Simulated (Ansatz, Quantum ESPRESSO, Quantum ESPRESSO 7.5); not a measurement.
# The basal face of Re: relaxation and work function

How much does the work function of Re(0001) depend on the functional?

Calculated with Quantum ESPRESSO 7.5; plane-wave DFT, PBE, GBRV ultrasoft pseudopotentials (geometry and cross-check by Ansatz 0.2.0 with PAW datasets; geometry under PBE).

**Measured values to reproduce.**

For Re (clean single-crystal faces), “Anisotropic work function of elemental crystals” (2019, arxiv:1902.07811) quotes earlier work: work function of (0001) (clean (0001) face) 5.15 eV.

### 1. The structure

The cell holds 6 atoms: 6 Re. Cell: a = 2.760 Å, b = 2.760 Å, c = 27.143 Å, α = 90.0°, β = 90.0°, γ = 60.0°. It derives from Re. Vacuum lies along c.

### 2. Relaxation with Ansatz of (0001)

A relaxation in Ansatz fixes the structure of this slab for the runs on it.

input.yaml reads:

```yaml
crystal:
  lattice:
    - [2.76, 0.0, 0.0]
    - [1.38, 2.3902301144, 0.0]
    - [0.0, 0.0, 27.1435]
  atoms:
    - { symbol: Re, position: [0.6666666667, 0.6666666667, 0.2947298617] }
    - { symbol: Re, position: [0.0, 0.0, 0.376837917] }
    - { symbol: Re, position: [0.6666666667, 0.6666666667, 0.4589459723] }
    - { symbol: Re, position: [0.0, 0.0, 0.5410540277] }
    - { symbol: Re, position: [0.6666666667, 0.6666666667, 0.623162083] }
    - { symbol: Re, position: [0.0, 0.0, 0.7052701383] }
kpoints:
  mp_grid: { grid: [12, 12, 1] }
hamiltonian:
  xc: pbe
scf:
  occupations: { method: fermi_dirac, width: 0.1 }
  convergence: { dr2_threshold: 1.0e-08 }
efield:
  axis: 3
  dipole_correction: true
  ramp_position: 0.97
  ramp_width: 0.04
relax:
  f_tol: 0.01
  constraints: [{ sites: [2, 3] }]
output:
  write_potential: true
  write_density: true
  volumetric_format: npy
```

The run is started by

```sh
$ ansatz run input.yaml --threads 2 --pin off --max-ram 4096MiB --backend cpu --events-out ev --progress --plain --runs-dir out
```

Numbers of over 12 decimals in the logs are rounded to 6 here.

The program printed:

```text
Engine: ansatz 0.2.0, aarch64-unknown-linux-gnu
Pseudopotentials: kind: paw
Pseudopotential: Re, paw, valence charge 15, recommended cutoff 420 eV (normal), Re.paw.azcp
Functional definition: PBE
  parameter kappa = 0.804
  parameter beta = 0.066725
  exchange = pbe_x(kappa = kappa, mu = beta*pi^2/3)
  correlation = pbe_c(beta = beta)
Crystal: 6 atoms, lattice volume = 179.067 Å³
Basis set: ecut = 420 eV, 3469 PW (Γ), exchange–correlation on 40×40×384 points (8 copies of the dense FFT grid, shifted against one another)
Bands: 54, of which v1, the nominal top of the filled ones, is band 45 counted from 1 (44 counted from 0)
Symmetry: 6 space group operations
k-points: 19 of 144 (time reversal used)
Non-local potential: Re, projectors of the file, l = 0: 3, l = 1: 2, l = 2: 2, l = 3: 1
PAW form: soft (Blöchl's): semilocal exchange-correlation on the pseudo side does not see the compensation charge
PAW one-centre angular grid: Re, 590 points (default); XC on 64 Gauss nodes
Initial density: superposition of atomic densities (neutral atoms: chi_scale 0, normalization atom), corrected by the library's trained network
Initial wavefunctions: pseudopotential atomic-orbital guess
Functional: x = pbe(κ = 0.804, μ = 0.219515), c = pbe(β = 0.066725)
SCF iter   1: F=—  HF=-65206.223443 eV  |F-HF|=—  |Δ(HF+E_count)|=         —  Δρ=8.43e-3  dr2=9.25e-1  ethr=1.77e-3  p=-0.000 e·Å  D=-2.09e-4 V/Å  ΔV_dip=0.01 eV  dr2_dipole=1.36e-4  V_vac-E_F(+/−)=5.03/5.02 eV  ⟨swp⟩=7.9  Hψ=4781  notcnv=0
efield: sawtooth ramp at fractional position 0.9700 (set: `efield.ramp_position`, or a place that a band, a saddle search or an elastic batch's reference lends), width 0.0400; the density the first Hamiltonian is built on has a dipole p = -0.000 e·Å; the dipole correction subtracts the counter field D = -2.09e-4 V/Å, which shifts the + side's vacuum level by +0.01 eV against the − side's; the planar-averaged density in the ramp window peaks in size at 3.3e-5 e/Å³
preconditioner: auto → LDOS  [metal: Δε(μ)=0.009 eV  Ē_g=5.115 eV  σ=0.100 eV  W_gap=0.02  n_scr=20 (ndim 8)  ℏωp=18.0 eV  f_vac=0.453  D(μ)=5.60/eV (n_scr^D=20)  β→1.0]
SCF iter   2: F=—  HF=-65206.204845 eV  |F-HF|=—  |Δ(HF+E_count)|=   1.86e-2  Δρ=2.79e-3  dr2=4.22e-2  ethr=1.03e-3  p=-0.000 e·Å  D=-1.49e-4 V/Å  ΔV_dip=0.00 eV  dr2_dipole=2.54e-5  V_vac-E_F(+/−)=4.99/4.99 eV  ⟨swp⟩=2.0  Hψ=1318  notcnv=0  defer=5
SCF iter   3: F=—  HF=-65206.201684 eV  |F-HF|=—  |Δ(HF+E_count)|=   3.16e-3  Δρ=1.27e-3  dr2=1.26e-2  ethr=4.69e-5  p=0.000 e·Å  D=9.72e-5 V/Å  ΔV_dip=-0.00 eV  dr2_dipole=2.89e-6  V_vac-E_F(+/−)=5.07/5.07 eV  ⟨swp⟩=2.9  Hψ=1982  notcnv=0  defer=5
SCF iter   4: F=—  HF=-65206.199711 eV  |F-HF|=—  |Δ(HF+E_count)|=   1.97e-3  Δρ=2.47e-4  dr2=3.19e-4  ethr=1.40e-5  p=-0.000 e·Å  D=-7.14e-6 V/Å  ΔV_dip=0.00 eV  dr2_dipole=1.28e-6  V_vac-E_F(+/−)=5.05/5.05 eV  ⟨swp⟩=2.3  Hψ=1599  notcnv=0  defer=5
SCF iter   5: F=—  HF=-65206.199728 eV  |F-HF|=—  |Δ(HF+E_count)|=   1.72e-5  Δρ=8.98e-5  dr2=3.61e-5  ethr=3.54e-7  p=0.000 e·Å  D=1.79e-6 V/Å  ΔV_dip=-0.00 eV  dr2_dipole=1.29e-7  V_vac-E_F(+/−)=5.05/5.05 eV  ⟨swp⟩=2.1  Hψ=1754  notcnv=0  defer=5
SCF iter   6: F=—  HF=-65206.199724 eV  |F-HF|=—  |Δ(HF+E_count)|=   4.54e-6  Δρ=3.04e-5  dr2=5.96e-6  ethr=4.01e-8  p=0.000 e·Å  D=1.47e-6 V/Å  ΔV_dip=-0.00 eV  dr2_dipole=1.97e-9  V_vac-E_F(+/−)=5.05/5.05 eV  ⟨swp⟩=2.8  Hψ=1788  notcnv=0  defer=5
SCF iter   7: F=—  HF=-65206.200096 eV  |F-HF|=—  |Δ(HF+E_count)|=   3.72e-4  Δρ=9.52e-6  dr2=3.36e-7  ethr=6.62e-9  p=0.000 e·Å  D=7.12e-8 V/Å  ΔV_dip=-0.00 eV  dr2_dipole=1.75e-9  V_vac-E_F(+/−)=5.05/5.05 eV  ⟨swp⟩=2.4  Hψ=1454  notcnv=0  defer=1
SCF iter   8: F=—  HF=-65206.200096 eV  |F-HF|=—  |Δ(HF+E_count)|=   1.46e-7  Δρ=2.47e-6  dr2=2.46e-8  ethr=3.74e-10  p=0.000 e·Å  D=1.08e-6 V/Å  ΔV_dip=-0.00 eV  dr2_dipole=3.45e-10  V_vac-E_F(+/−)=5.05/5.05 eV  ⟨swp⟩=2.7  Hψ=1696  notcnv=0  defer=1
SCF iter   9: F=-65206.200096 eV  HF=-65206.200096 eV  |F-HF|=1.32e-9  |Δ(HF+E_count)|=   1.45e-8  Δρ=6.77e-7  dr2=2.91e-9  ethr=1.11e-11  p=0.000 e·Å  D=1.32e-7 V/Å  ΔV_dip=-0.00 eV  dr2_dipole=1.14e-10  V_vac-E_F(+/−)=5.05/5.05 eV  ⟨swp⟩=10.8  Hψ=7632  notcnv=0
SCF 1 converged in 9 iterations: F = -65206.200096 eV  dr2 = 2.91e-9
  greatest PAW one-centre occupation: 1.000 electrons in one spin orbital (limit 2), on the Re atom at site 2 (counted from 0), in its partial waves of l = 0
relax step   1: F+E_penalty+E_count = -65206.20009588 eV  Δ(F+E_penalty+E_count) = +0.000e0 eV  max|allowed force component| = 1.338e0 eV/Å  Δτ_max = 0.0000 Å  (9 SCF iters, accepted)
Initial density: handed on by an earlier stage of this run
Initial wavefunctions: those handed on with the density
SCF iter   1: F=—  HF=-65206.428367 eV  |F-HF|=—  |Δ(HF+E_count)|=         —  Δρ=1.71e-2  dr2=3.98e0  ethr=3.10e-3  p=0.000 e·Å  D=3.13e-7 V/Å  ΔV_dip=-0.00 eV  dr2_dipole=1.93e-9  V_vac-E_F(+/−)=5.18/5.18 eV  ⟨swp⟩=5.3  Hψ=2851  notcnv=0
efield: sawtooth ramp at fractional position 0.9700 (set: `efield.ramp_position`, or a place that a band, a saddle search or an elastic batch's reference lends), width 0.0400; the density the first Hamiltonian is built on has a dipole p = 0.000 e·Å; the dipole correction subtracts the counter field D = 3.13e-7 V/Å, which shifts the + side's vacuum level by -0.00 eV against the − side's; the planar-averaged density in the ramp window peaks in size at 9.1e-7 e/Å³
preconditioner: auto → LDOS  [metal: Δε(μ)=0.018 eV  Ē_g=5.339 eV  σ=0.100 eV  W_gap=0.05  n_scr=20 (ndim 8)  ℏωp=18.0 eV  f_vac=0.463  D(μ)=4.45/eV (n_scr^D=18)  β→1.0]
SCF iter   2: F=—  HF=-65206.394482 eV  |F-HF|=—  |Δ(HF+E_count)|=   3.39e-2  Δρ=1.40e-2  dr2=1.40e0  ethr=3.10e-3  p=-0.000 e·Å  D=-1.07e-4 V/Å  ΔV_dip=0.00 eV  dr2_dipole=1.83e-4  V_vac-E_F(+/−)=4.65/4.65 eV  ⟨swp⟩=2.4  Hψ=1769  notcnv=0  defer=10
SCF iter   3: F=—  HF=-65206.148872 eV  |F-HF|=—  |Δ(HF+E_count)|=   2.46e-1  Δρ=1.93e-3  dr2=4.84e-3  ethr=1.56e-3  p=0.000 e·Å  D=1.14e-4 V/Å  ΔV_dip=-0.00 eV  dr2_dipole=1.06e-7  V_vac-E_F(+/−)=4.88/4.88 eV  ⟨swp⟩=2.9  Hψ=1705  notcnv=0  defer=10
SCF iter   4: F=—  HF=-65206.143611 eV  |F-HF|=—  |Δ(HF+E_count)|=   5.26e-3  Δρ=8.38e-4  dr2=2.25e-3  ethr=5.38e-6  p=0.000 e·Å  D=1.30e-4 V/Å  ΔV_dip=-0.00 eV  dr2_dipole=2.75e-6  V_vac-E_F(+/−)=4.86/4.86 eV  ⟨swp⟩=3.4  Hψ=2545  notcnv=0  defer=10
[...]
SCF iter   7: F=—  HF=-65206.341092 eV  |F-HF|=—  |Δ(HF+E_count)|=   3.78e-4  Δρ=1.21e-5  dr2=4.71e-7  ethr=6.03e-9  p=0.000 e·Å  D=7.11e-6 V/Å  ΔV_dip=-0.00 eV  dr2_dipole=2.93e-9  V_vac-E_F(+/−)=4.96/4.96 eV  ⟨swp⟩=2.1  Hψ=1459  notcnv=0  defer=8
SCF iter   8: F=—  HF=-65206.341093 eV  |F-HF|=—  |Δ(HF+E_count)|=   4.29e-7  Δρ=3.76e-6  dr2=5.01e-8  ethr=5.24e-10  p=0.000 e·Å  D=5.00e-6 V/Å  ΔV_dip=-0.00 eV  dr2_dipole=2.02e-9  V_vac-E_F(+/−)=4.96/4.96 eV  ⟨swp⟩=2.8  Hψ=1780  notcnv=0  defer=8
SCF iter   9: F=-65206.341093 eV  HF=-65206.341093 eV  |F-HF|=1.09e-8  |Δ(HF+E_count)|=   2.75e-9  Δρ=1.54e-6  dr2=4.14e-9  ethr=1.11e-11  p=0.000 e·Å  D=2.25e-6 V/Å  ΔV_dip=-0.00 eV  dr2_dipole=1.62e-11  V_vac-E_F(+/−)=4.96/4.96 eV  ⟨swp⟩=11.1  Hψ=7886  notcnv=0
SCF 3 converged in 9 iterations: F = -65206.341093 eV  dr2 = 4.14e-9
relax step   3: F+E_penalty+E_count = -65206.34109286 eV  Δ(F+E_penalty+E_count) = -1.410e-1 eV  max|allowed force component| = 2.779e-1 eV/Å  Δτ_max = 0.0624 Å  (9 SCF iters, accepted)
[...]
relax step   4: F+E_penalty+E_count = -65206.34655014 eV  Δ(F+E_penalty+E_count) = -5.457e-3 eV  max|allowed force component| = 4.841e-2 eV/Å  Δτ_max = 0.0411 Å  (8 SCF iters, accepted)
SCF iter   1: F=—  HF=-65206.348550 eV  |F-HF|=—  |Δ(HF+E_count)|=         —  Δρ=1.67e-3  dr2=4.24e-2  ethr=5.83e-4  p=0.000 e·Å  D=1.11e-6 V/Å  ΔV_dip=-0.00 eV  dr2_dipole=7.83e-10  V_vac-E_F(+/−)=4.96/4.96 eV  ⟨swp⟩=2.1  Hψ=1626  notcnv=0  defer=8
efield: sawtooth ramp at fractional position 0.9700 (set: `efield.ramp_position`, or a place that a band, a saddle search or an elastic batch's reference lends), width 0.0400; the density the first Hamiltonian is built on has a dipole p = 0.000 e·Å; the dipole correction subtracts the counter field D = 1.11e-6 V/Å, which shifts the + side's vacuum level by -0.00 eV against the − side's; the planar-averaged density in the ramp window peaks in size at 2.2e-6 e/Å³
preconditioner: auto → LDOS  [metal: Δε(μ)=0.138 eV  Ē_g=5.183 eV  σ=0.100 eV  W_gap=0.31  n_scr=20 (ndim 8)  ℏωp=18.0 eV  f_vac=0.453  D(μ)=4.91/eV (n_scr^D=18)  β→1.0]
SCF iter   2: F=—  HF=-65206.347840 eV  |F-HF|=—  |Δ(HF+E_count)|=   7.10e-4  Δρ=8.18e-4  dr2=5.03e-3  ethr=4.71e-5  p=-0.000 e·Å  D=-6.74e-6 V/Å  ΔV_dip=0.00 eV  dr2_dipole=1.46e-6  V_vac-E_F(+/−)=4.95/4.95 eV  ⟨swp⟩=1.8  Hψ=1245  notcnv=0  defer=7
SCF iter   3: F=—  HF=-65206.347378 eV  |F-HF|=—  |Δ(HF+E_count)|=   4.62e-4  Δρ=2.64e-4  dr2=6.25e-4  ethr=5.59e-6  p=0.000 e·Å  D=1.40e-8 V/Å  ΔV_dip=-0.00 eV  dr2_dipole=5.30e-8  V_vac-E_F(+/−)=4.95/4.95 eV  ⟨swp⟩=2.2  Hψ=1447  notcnv=0  defer=7
SCF iter   4: F=—  HF=-65206.347312 eV  |F-HF|=—  |Δ(HF+E_count)|=   6.55e-5  Δρ=5.64e-5  dr2=1.60e-5  ethr=6.94e-7  p=0.000 e·Å  D=1.83e-7 V/Å  ΔV_dip=-0.00 eV  dr2_dipole=1.90e-8  V_vac-E_F(+/−)=4.95/4.95 eV  ⟨swp⟩=2.8  Hψ=1636  notcnv=0  defer=7
SCF iter   5: F=—  HF=-65206.347331 eV  |F-HF|=—  |Δ(HF+E_count)|=   1.92e-5  Δρ=1.76e-5  dr2=9.01e-7  ethr=1.78e-8  p=-0.000 e·Å  D=-4.93e-8 V/Å  ΔV_dip=0.00 eV  dr2_dipole=5.16e-9  V_vac-E_F(+/−)=4.96/4.96 eV  ⟨swp⟩=2.8  Hψ=1816  notcnv=0  defer=7
SCF iter   6: F=—  HF=-65206.347702 eV  |F-HF|=—  |Δ(HF+E_count)|=   3.70e-4  Δρ=6.13e-6  dr2=9.46e-8  ethr=1.00e-9  p=0.000 e·Å  D=7.58e-7 V/Å  ΔV_dip=-0.00 eV  dr2_dipole=1.31e-10  V_vac-E_F(+/−)=4.96/4.96 eV  ⟨swp⟩=2.4  Hψ=1586  notcnv=0  defer=7
SCF iter   7: F=—  HF=-65206.347702 eV  |F-HF|=—  |Δ(HF+E_count)|=   1.24e-7  Δρ=2.26e-6  dr2=2.43e-8  ethr=1.11e-11  p=0.000 e·Å  D=5.80e-7 V/Å  ΔV_dip=-0.00 eV  dr2_dipole=1.01e-11  V_vac-E_F(+/−)=4.96/4.96 eV  ⟨swp⟩=11.8  Hψ=8140  notcnv=0
SCF iter   8: F=-65206.347702 eV  HF=-65206.347702 eV  |F-HF|=5.24e-10  |Δ(HF+E_count)|=   1.34e-8  Δρ=4.48e-7  dr2=2.24e-9  ethr=1.11e-11  p=0.000 e·Å  D=1.01e-6 V/Å  ΔV_dip=-0.00 eV  dr2_dipole=1.09e-11  V_vac-E_F(+/−)=4.96/4.96 eV  ⟨swp⟩=10.6  Hψ=7247  notcnv=0
SCF 5 converged in 8 iterations: F = -65206.347702 eV  dr2 = 2.24e-9
  greatest PAW one-centre occupation: 1.000 electrons in one spin orbital (limit 2), on the Re atom at site 1 (counted from 0), in its partial waves of l = 0
relax step   5: F+E_penalty+E_count = -65206.34770208 eV  Δ(F+E_penalty+E_count) = -1.152e-3 eV  max|allowed force component| = 3.902e-3 eV/Å  Δτ_max = 0.0129 Å  (8 SCF iters, accepted)
NSCF: frozen V_eff on 19 k-points
the band table was solved once a step of the walk had ended and its energy, with any forces and stress, was formed, with the checks that follow a solve (4811 applications of the Hamiltonian). They found nothing against the state; the energy, forces and stress were not computed again (output.eigenvalues in the input reference)
WARN: The output density's exchange-correlation potential varies sharply where the density is thin. Do not read a vacuum level from v_tot or v_xc, or from such a field of the output density. On a cell that repeats whose density bears no net charge and no dipole along the vacuum's axis use v_es (v_loc + v_h of the components); under efield.dipole_correction with no amplitude use v_es + v_field, which holds any externa [...]
SCF converged after 8 iterations
Free energy (F): -65206.347702 eV
Harris-Foulkes:  -65206.347702 eV  (|F-HF|=5.24e-10)
Internal energy: -65206.182877 eV  (E = F + TS)
E sigma→0 (E₀):  -65206.265290 eV
Entropy (-TS):   -0.164825 eV (-27.471 meV/atom)
Fermi energy:    9.369148 eV
Dipole field:    D = -0.000004 V/Å  (p = -0.000004 e·Å, saw-weighted, corrected)
Work function:   Φ+ = 4.9570 eV   Φ− = 4.9569 eV
Levels:          The Fermi level and band energies are counted from a zero that moves with the ramp; work functions are not
--- Per-component energies (eV) ---
  E_band       = -1734.941963
  E_kinetic    = 3240.202382
  E_local      = -134969.886748  (includes V_loc(G=0)·N_el)
  E_nonlocal   = 293.879453
  E_hartree    = 66190.815208
  E_xc         = -2420.182898
  E_vxc        = -1819.601324  (∫ρ·V_xc dr)
  E_paw        = -51954.375311  (= ΣΔE_a)
  E_vpaw       = -861.183737  (= ΣTr[D̂ρ^β])
  E_aug_tail   = -0.000449  (compensation charges beyond the density's cutoff)
  E_efield     = 0.000000  (sawtooth field / dipole correction)
  E_vefield    = 0.000090  (∫n·V_field dr)
  E_ewald      = 54413.365486
  E_smearing   = -0.164825  (= −TS)
  E_closure    = 0.000000  (closes the sum)
  Σ components = -65206.347702   (vs F -65206.347702, Δ=0.00e0)
--- Forces (eV/Å), atoms counted from 1 ---
  atom   1  Re     0.00000000     0.00000000    -0.00024246
  atom   2  Re     0.00000000    -0.00000000     0.00386291
  atom   3  Re    -0.00000000     0.00000000     0.43019744
  atom   4  Re     0.00000000    -0.00000000    -0.43017988
  atom   5  Re    -0.00000000     0.00000000    -0.00390243
  atom   6  Re    -0.00000000    -0.00000000     0.00026709
  max |Σ_I F_I| component: 2.68e-6 eV/Å
--- Band table (eV; the first three rows and the last of 19) ---
  k-point 0: bands = [... 41 lower, 8.0450, 8.1790, 8.3228, 8.3228, 8.5199, 8.5199, 9.5748, 10.0408, ... 5 higher]
  k-point 1: bands = [... 41 lower, 8.1564, 8.2462, 8.2909, 8.5251, 8.5612, 8.7383, 9.2904, 9.3349, ... 5 higher]
  k-point 2: bands = [... 41 lower, 8.4491, 8.4767, 8.6006, 8.7107, 8.7469, 9.0172, 9.0259, 9.3403, ... 5 higher]
  k-point 18: bands = [... 41 lower, 7.8604, 7.8604, 9.2250, 9.2322, 10.0522, 11.1614, 11.8176, 11.8176, ... 5 higher]
--- Relaxed structure (5 steps of the walk, 4 accepted, 0 SCFs on fresh bases) ---
  F+E_penalty+E_count = -65206.34770208 eV   max|allowed force component| = 3.902e-3 eV/Å
  atoms:
    - { symbol: Re, position: [0.666667, 0.666667, 0.295414] }
    - { symbol: Re, position: [7.110662538689746e-19, -1.4221325077379492e-18, 0.373454] }
    - { symbol: Re, position: [0.666667, 0.666667, 0.458946] }
    - { symbol: Re, position: [0.0, 0.0, 0.5410540277] }
    - { symbol: Re, position: [0.666667, 0.666667, 0.626546] }
    - { symbol: Re, position: [1.437875037438772e-19, -2.875750074877545e-19, 0.704586] }
```

The job ended after 45 s (2 threads of Arm Neoverse V1, shared host; peak memory 0.48 GiB; 88 s of CPU time).

Step by step:

```
step  energy less that of the first step (eV)  largest force component (eV/Å)
   1                                   0.0000                          1.3381
   2                                   0.0562                          1.8389
   3                                  -0.1410                          0.2779
   4                                  -0.1465                          0.0484
   5                                  -0.1476                          0.0039
```

Relaxation step 2 was tried and not accepted.

The atoms that moved most (Å):

```csv
atom,dx,dy,dz,length
Re5,0.000,0.000,0.092,0.092
Re2,0.000,0.000,-0.092,0.092
Re1,0.000,0.000,0.019,0.019
Re6,0.000,0.000,-0.019,0.019
```

Final coordinates:

```xyz
6
Lattice="2.7600 0.0000 0.0000 1.3800 2.3902 0.0000 0.0000 0.0000 27.1435" Properties=species:S:1:pos:R:3
Re    2.7600    1.5935    8.0186
Re    0.0000    0.0000   10.1368
Re    2.7600    1.5935   12.4574
Re    0.0000    0.0000   14.6861
Re    2.7600    1.5935   17.0067
Re    0.0000    0.0000   19.1249
```

The relaxation lowers the energy by 25 meV an atom. Held were the atoms numbered 3 and 4; the forces quoted are those on the free ones.

Numbers from this step:

* free energy: -65206.3477 eV
* energy at zero smearing: -65206.2653 eV
* smearing term TS: 0.1648 eV
* Fermi energy: 9.369 eV
* symmetry operations: 6
* work function of the upper face: 4.957 eV
* work function of the lower face: 4.957 eV
* dipole along the normal: -3.64e-6 e·Å

(Part 1 of 3 ends here.)

[Logs are printed without paths, hosts, clocks, repeated set-up lines and the standing remarks that a program may print on its own settings, such as how far it seeks lower states.]

[Hosts, paths, dates, database ids (printed as entryN), source tags and the programs' standing remarks are cut or masked in the printed files.]

[Maps of the electrostatic potential energy from Ansatz leave out the sawtooth potential of an applied field or a dipole correction, so their vacuum need not be flat; planar profiles and work functions include it.]
